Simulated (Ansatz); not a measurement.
# V_N-V_Al in AlN (F-43m): charge-transition levels and formation energies

Wanted: the transition levels of a complex in AlN (F-43m), from a cell of 54 host atoms with 1 N and 1 Al taken out.

Program: Ansatz 0.2.0. Level of theory: place-levels on r2SCAN runs: charge-transition levels and formation energies with image-charge correction and potential alignment at the atomic sites; PAW set soft_1. Results are calculated unless marked as measured.

## Step 1: Set-up

The cell holds 52 atoms: 26 Al and 26 N. Its edges and angles: a = 9.269 Å, b = 9.269 Å, c = 9.269 Å, α = 60.0°, β = 60.0°, γ = 60.0°. It derives from AlN (space group F-43m). Nearest the centre at fractional (0.375, 0.375, 0.542): Al27 at 2.38 Å, Al31 at 2.38 Å, Al43 at 2.38 Å, N12 at 2.38 Å, N24 at 2.38 Å, N28 at 2.38 Å, N16 at 3.23 Å, N10 at 3.23 Å.

Coordinates:

```xyz
52
Lattice="0.0000 6.5542 6.5542 6.5542 0.0000 6.5542 6.5542 6.5542 0.0000" Properties=species:S:1:pos:R:3 pbc="T T T"
Al    0.0000    0.0000    0.0000
N     1.0924    1.0924    1.0924
Al    2.1847    2.1847    0.0000
N     3.2771    3.2771    1.0924
Al    4.3695    4.3695    0.0000
N     5.4618    5.4618    1.0924
Al    2.1847    0.0000    2.1847
N     3.2771    1.0924    3.2771
Al    4.3695    2.1847    2.1847
N     5.4618    3.2771    3.2771
Al    6.5542    4.3695    2.1847
N     7.6466    5.4618    3.2771
Al    4.3695    0.0000    4.3695
N     5.4618    1.0924    5.4618
Al    6.5542    2.1847    4.3695
N     7.6466    3.2771    5.4618
Al    8.7389    4.3695    4.3695
N     9.8313    5.4618    5.4618
Al    0.0000    2.1847    2.1847
N     1.0924    3.2771    3.2771
Al    2.1847    4.3695    2.1847
N     3.2771    5.4618    3.2771
Al    4.3695    6.5542    2.1847
N     5.4618    7.6466    3.2771
Al    2.1847    2.1847    4.3695
N     3.2771    3.2771    5.4618
Al    4.3695    4.3695    4.3695
N     7.6466    7.6466    5.4618
Al    4.3695    2.1847    6.5542
N     5.4618    3.2771    7.6466
Al    6.5542    4.3695    6.5542
N     7.6466    5.4618    7.6466
Al    8.7389    6.5542    6.5542
N     9.8313    7.6466    7.6466
Al    0.0000    4.3695    4.3695
N     1.0924    5.4618    5.4618
Al    2.1847    6.5542    4.3695
N     3.2771    7.6466    5.4618
Al    4.3695    8.7389    4.3695
N     5.4618    9.8313    5.4618
Al    2.1847    4.3695    6.5542
N     3.2771    5.4618    7.6466
Al    4.3695    6.5542    6.5542
N     5.4618    7.6466    7.6466
Al    6.5542    8.7389    6.5542
N     7.6466    9.8313    7.6466
Al    4.3695    4.3695    8.7389
N     5.4618    5.4618    9.8313
Al    6.5542    6.5542    8.7389
N     7.6466    7.6466    9.8313
Al    8.7389    8.7389    8.7389
N     9.8313    9.8313    9.8313
```

Screening for the image-charge correction: ε∞ = 4.64, ε0 = 8.51, computed on the host (DFPT, PBEsol, on the r2SCAN cell), and a cell off the functional's own equilibrium shifts the ionic part.

The cell's shortest repeat is 9.3 Å.

## Step 2: Charge states

Levels follow from differences of total energies between charge states, each relaxed by itself.

Random displacements of about 0.05 Å break the site symmetry at the start, so that the relaxation can reach a distorted minimum if there is one. Forces are taken at one point at (¼, ¼, ¼). The cell holds 2 electrons more than the neutral one, with a uniform background that keeps it neutral on the whole.

The sampling was tested on the host first: at the k-points planned (1x1x1 shifted 0.25 0.25 0.25) its energy lies 0.045 eV an atom from the dense-mesh value, so the final energies take a denser sampling.

One state's input; the others differ in charge, spin, start and seed, and in occupations where the table says so.

Input file qm2.relax/input.yaml:

```yaml
crystal:
  lattice:
    - [0.0, 6.55418986, 6.55418986]
    - [6.55418986, 0.0, 6.55418986]
    - [6.55418986, 6.55418986, 0.0]
  atoms:
    - { symbol: Al, position: [0.0, 0.0, 0.0] }
    - { symbol: "N", position: [0.08333333, 0.08333333, 0.08333333] }
    - { symbol: Al, position: [0.0, 0.0, 0.33333333] }
    - { symbol: "N", position: [0.08333333, 0.08333333, 0.41666667] }
    - { symbol: Al, position: [0.0, 0.0, 0.66666667] }
    - { symbol: "N", position: [0.08333333, 0.08333333, 0.75] }
    - { symbol: Al, position: [0.0, 0.33333333, 0.0] }
    - { symbol: "N", position: [0.08333333, 0.41666667, 0.08333333] }
    - { symbol: Al, position: [0.0, 0.33333333, 0.33333333] }
    - { symbol: "N", position: [0.08333333, 0.41666667, 0.41666667] }
    - { symbol: Al, position: [0.0, 0.33333333, 0.66666667] }
    - { symbol: "N", position: [0.08333333, 0.41666667, 0.75] }
    - { symbol: Al, position: [0.0, 0.66666667, 0.0] }
    - { symbol: "N", position: [0.08333333, 0.75, 0.08333333] }
    - { symbol: Al, position: [0.0, 0.66666667, 0.33333333] }
    - { symbol: "N", position: [0.08333333, 0.75, 0.41666667] }
    - { symbol: Al, position: [0.0, 0.66666667, 0.66666667] }
    - { symbol: "N", position: [0.08333333, 0.75, 0.75] }
    - { symbol: Al, position: [0.33333333, 0.0, 0.0] }
    - { symbol: "N", position: [0.41666667, 0.08333333, 0.08333333] }
    - { symbol: Al, position: [0.33333333, 0.0, 0.33333333] }
    - { symbol: "N", position: [0.41666667, 0.08333333, 0.41666667] }
    - { symbol: Al, position: [0.33333333, 0.0, 0.66666667] }
    - { symbol: "N", position: [0.41666667, 0.08333333, 0.75] }
    - { symbol: Al, position: [0.33333333, 0.33333333, 0.0] }
    - { symbol: "N", position: [0.41666667, 0.41666667, 0.08333333] }
    - { symbol: Al, position: [0.33333333, 0.33333333, 0.33333333] }
    - { symbol: "N", position: [0.41666667, 0.41666667, 0.75] }
    - { symbol: Al, position: [0.33333333, 0.66666667, 0.0] }
    - { symbol: "N", position: [0.41666667, 0.75, 0.08333333] }
    - { symbol: Al, position: [0.33333333, 0.66666667, 0.33333333] }
    - { symbol: "N", position: [0.41666667, 0.75, 0.41666667] }
    - { symbol: Al, position: [0.33333333, 0.66666667, 0.66666667] }
    - { symbol: "N", position: [0.41666667, 0.75, 0.75] }
    - { symbol: Al, position: [0.66666667, 0.0, 0.0] }
    - { symbol: "N", position: [0.75, 0.08333333, 0.08333333] }
    - { symbol: Al, position: [0.66666667, 0.0, 0.33333333] }
    - { symbol: "N", position: [0.75, 0.08333333, 0.41666667] }
    - { symbol: Al, position: [0.66666667, 0.0, 0.66666667] }
    - { symbol: "N", position: [0.75, 0.08333333, 0.75] }
    - { symbol: Al, position: [0.66666667, 0.33333333, 0.0] }
    - { symbol: "N", position: [0.75, 0.41666667, 0.08333333] }
    - { symbol: Al, position: [0.66666667, 0.33333333, 0.33333333] }
    - { symbol: "N", position: [0.75, 0.41666667, 0.41666667] }
    - { symbol: Al, position: [0.66666667, 0.33333333, 0.66666667] }
    - { symbol: "N", position: [0.75, 0.41666667, 0.75] }
    - { symbol: Al, position: [0.66666667, 0.66666667, 0.0] }
    - { symbol: "N", position: [0.75, 0.75, 0.08333333] }
    - { symbol: Al, position: [0.66666667, 0.66666667, 0.33333333] }
    - { symbol: "N", position: [0.75, 0.75, 0.41666667] }
    - { symbol: Al, position: [0.66666667, 0.66666667, 0.66666667] }
    - { symbol: "N", position: [0.75, 0.75, 0.75] }
  host:
    repeats: [3, 3, 3]
    atoms:
      - { symbol: Al, position: [0.0, 0.0, 0.0] }
      - { symbol: "N", position: [0.25, 0.25, 0.25] }
total_charge: -2
basis:
  ecutwfc: 500
  xc_grid: 2
hamiltonian:
  xc: r2scan
  pseudopotentials: { kind: paw, azcp: { folder: soft_1 } }
kpoints:
  mp_grid: { grid: [1, 1, 1], shift: [0.25, 0.25, 0.25] }
scf:
  occupations: { method: fixed }
  max_iter: 80
output:
  forces: true
  charged_corrections:
    epsilon: 4.64
    static_epsilon: 8.51
    defect_position: [0.375, 0.375, 0.541667]
relax:
  f_tol: 0.02
  max_steps: 80
  random_displacement: { amplitude: 0.05, seed: 3561 }
checkpoint:
  write: "../qm2.relax.run"
  compress: false
  write_wavefunctions: true
  write_every: 100000
```

Launch:

```sh
$ ansatz run input.yaml --threads 4 --pin off --max-ram 7536MiB --backend cpu --events-out ev --progress --plain --runs-dir out
```

Defect states can disperse in a cell of this size, so the energy is taken again at a 2×2×2 shifted mesh, on the relaxed structure.

The run of this state that the levels use, under r2SCAN:

Input file qm2.point/input.yaml:

```yaml
crystal:
  checkpoint: "../qm2.relax.run"
  host: checkpoint
total_charge: -2
basis:
  ecutwfc: 500
  xc_grid: 2
hamiltonian:
  xc: r2scan
  pseudopotentials: { kind: paw, azcp: { folder: soft_1 } }
kpoints:
  mp_grid: { grid: [2, 2, 2], shift: [0.5, 0.5, 0.5] }
scf:
  occupations: { method: fermi_dirac, width: 0.01 }
  max_iter: 80
output:
  forces: true
  eigenvalues: true
  charged_corrections:
    epsilon: 4.64
    static_epsilon: 8.51
    defect_position: [0.375, 0.375, 0.541667]
  eigenstates: { localisation: true }
  populations: true
checkpoint:
  read: "../qm2.relax.run"
  write: "../qm2.point.run"
  compress: false
  write_wavefunctions: false
  write_every: 100000
```

Relaxations under r2SCAN at one point at (¼, ¼, ¼); times on 4 threads of Arm Neoverse N1, shared host:

```csv
charge,moment (μB),occupations,outcome,steps,largest displacement against the far atoms (Å),time
−2,0,fixed,converged,7,0.18,86 s
−2,2,fixed,converged,11,0.21,6.6 min
−1,1,fixed,converged,5,0.22,3.2 min
0,0,fixed,converged,14,0.33,3.6 min
0,2,fixed,converged,6,0.24,3.4 min
+1,1,fixed,converged,5,0.24,3 min
+2,0,fixed,converged,7,0.35,2.2 min
+2,2,fixed,converged,8,0.35,5.2 min
```

Single points under r2SCAN at a 2×2×2 shifted mesh; times on 4 threads of Arm Neoverse N1, shared host:

```csv
charge,moment (μB),occupations,outcome,time
−2,0,fermi-dirac,converged,69 s
−2,2,fermi-dirac,converged,3.2 min
−1,1,fermi-dirac,converged,3.1 min
0,0,fermi-dirac,converged,73 s
0,2,fermi-dirac,converged,3.2 min
+1,1,fermi-dirac,converged,3.2 min
+2,0,fermi-dirac,converged,78 s
+2,2,fermi-dirac,converged,3.3 min
```

Distances (Å) from the ideal centre to the nearest atoms after relaxation with r2SCAN:

```csv
charge,moment (μB),1.,2.,3.,4.,5.,6.
−2,0,Al 2.33,Al 2.35,Al 2.35,N 2.52,N 2.52,N 2.55
−2,2,Al 2.29,Al 2.29,Al 2.34,N 2.51,N 2.54,N 2.58
−1,1,Al 2.34,Al 2.34,Al 2.34,N 2.53,N 2.55,N 2.58
0,0,N 2.51,N 2.52,N 2.54,Al 2.67,Al 2.68,Al 2.68
0,2,Al 2.35,Al 2.35,Al 2.36,N 2.56,N 2.57,N 2.61
+1,1,Al 2.52,Al 2.52,Al 2.52,N 2.56,N 2.57,N 2.60
+2,0,N 2.52,N 2.57,N 2.66,Al 2.68,Al 2.70,Al 2.70
+2,2,N 2.55,N 2.55,N 2.59,Al 2.70,Al 2.70,Al 2.71
```

[end of part 1 of 3]

[Logs are printed without paths, hosts, clocks, repeated set-up lines and the standing remarks that a program may print on its own settings, such as how far it seeks lower states.]

[Hosts, paths, dates, database ids (printed as entryN), source tags and the programs' standing remarks are cut or masked in the printed files.]

[Where a table of states has a column of steps, it counts the stored structures, which are thinned; the runs took as many ionic steps or more.]

[A defect's name tells the site on which it was built; relaxed atoms can leave that site.]

[For some hosts the program warned that the k-mesh of the response run may be too coarse for force constants and the static dielectric constant; such warnings are not shown here.]
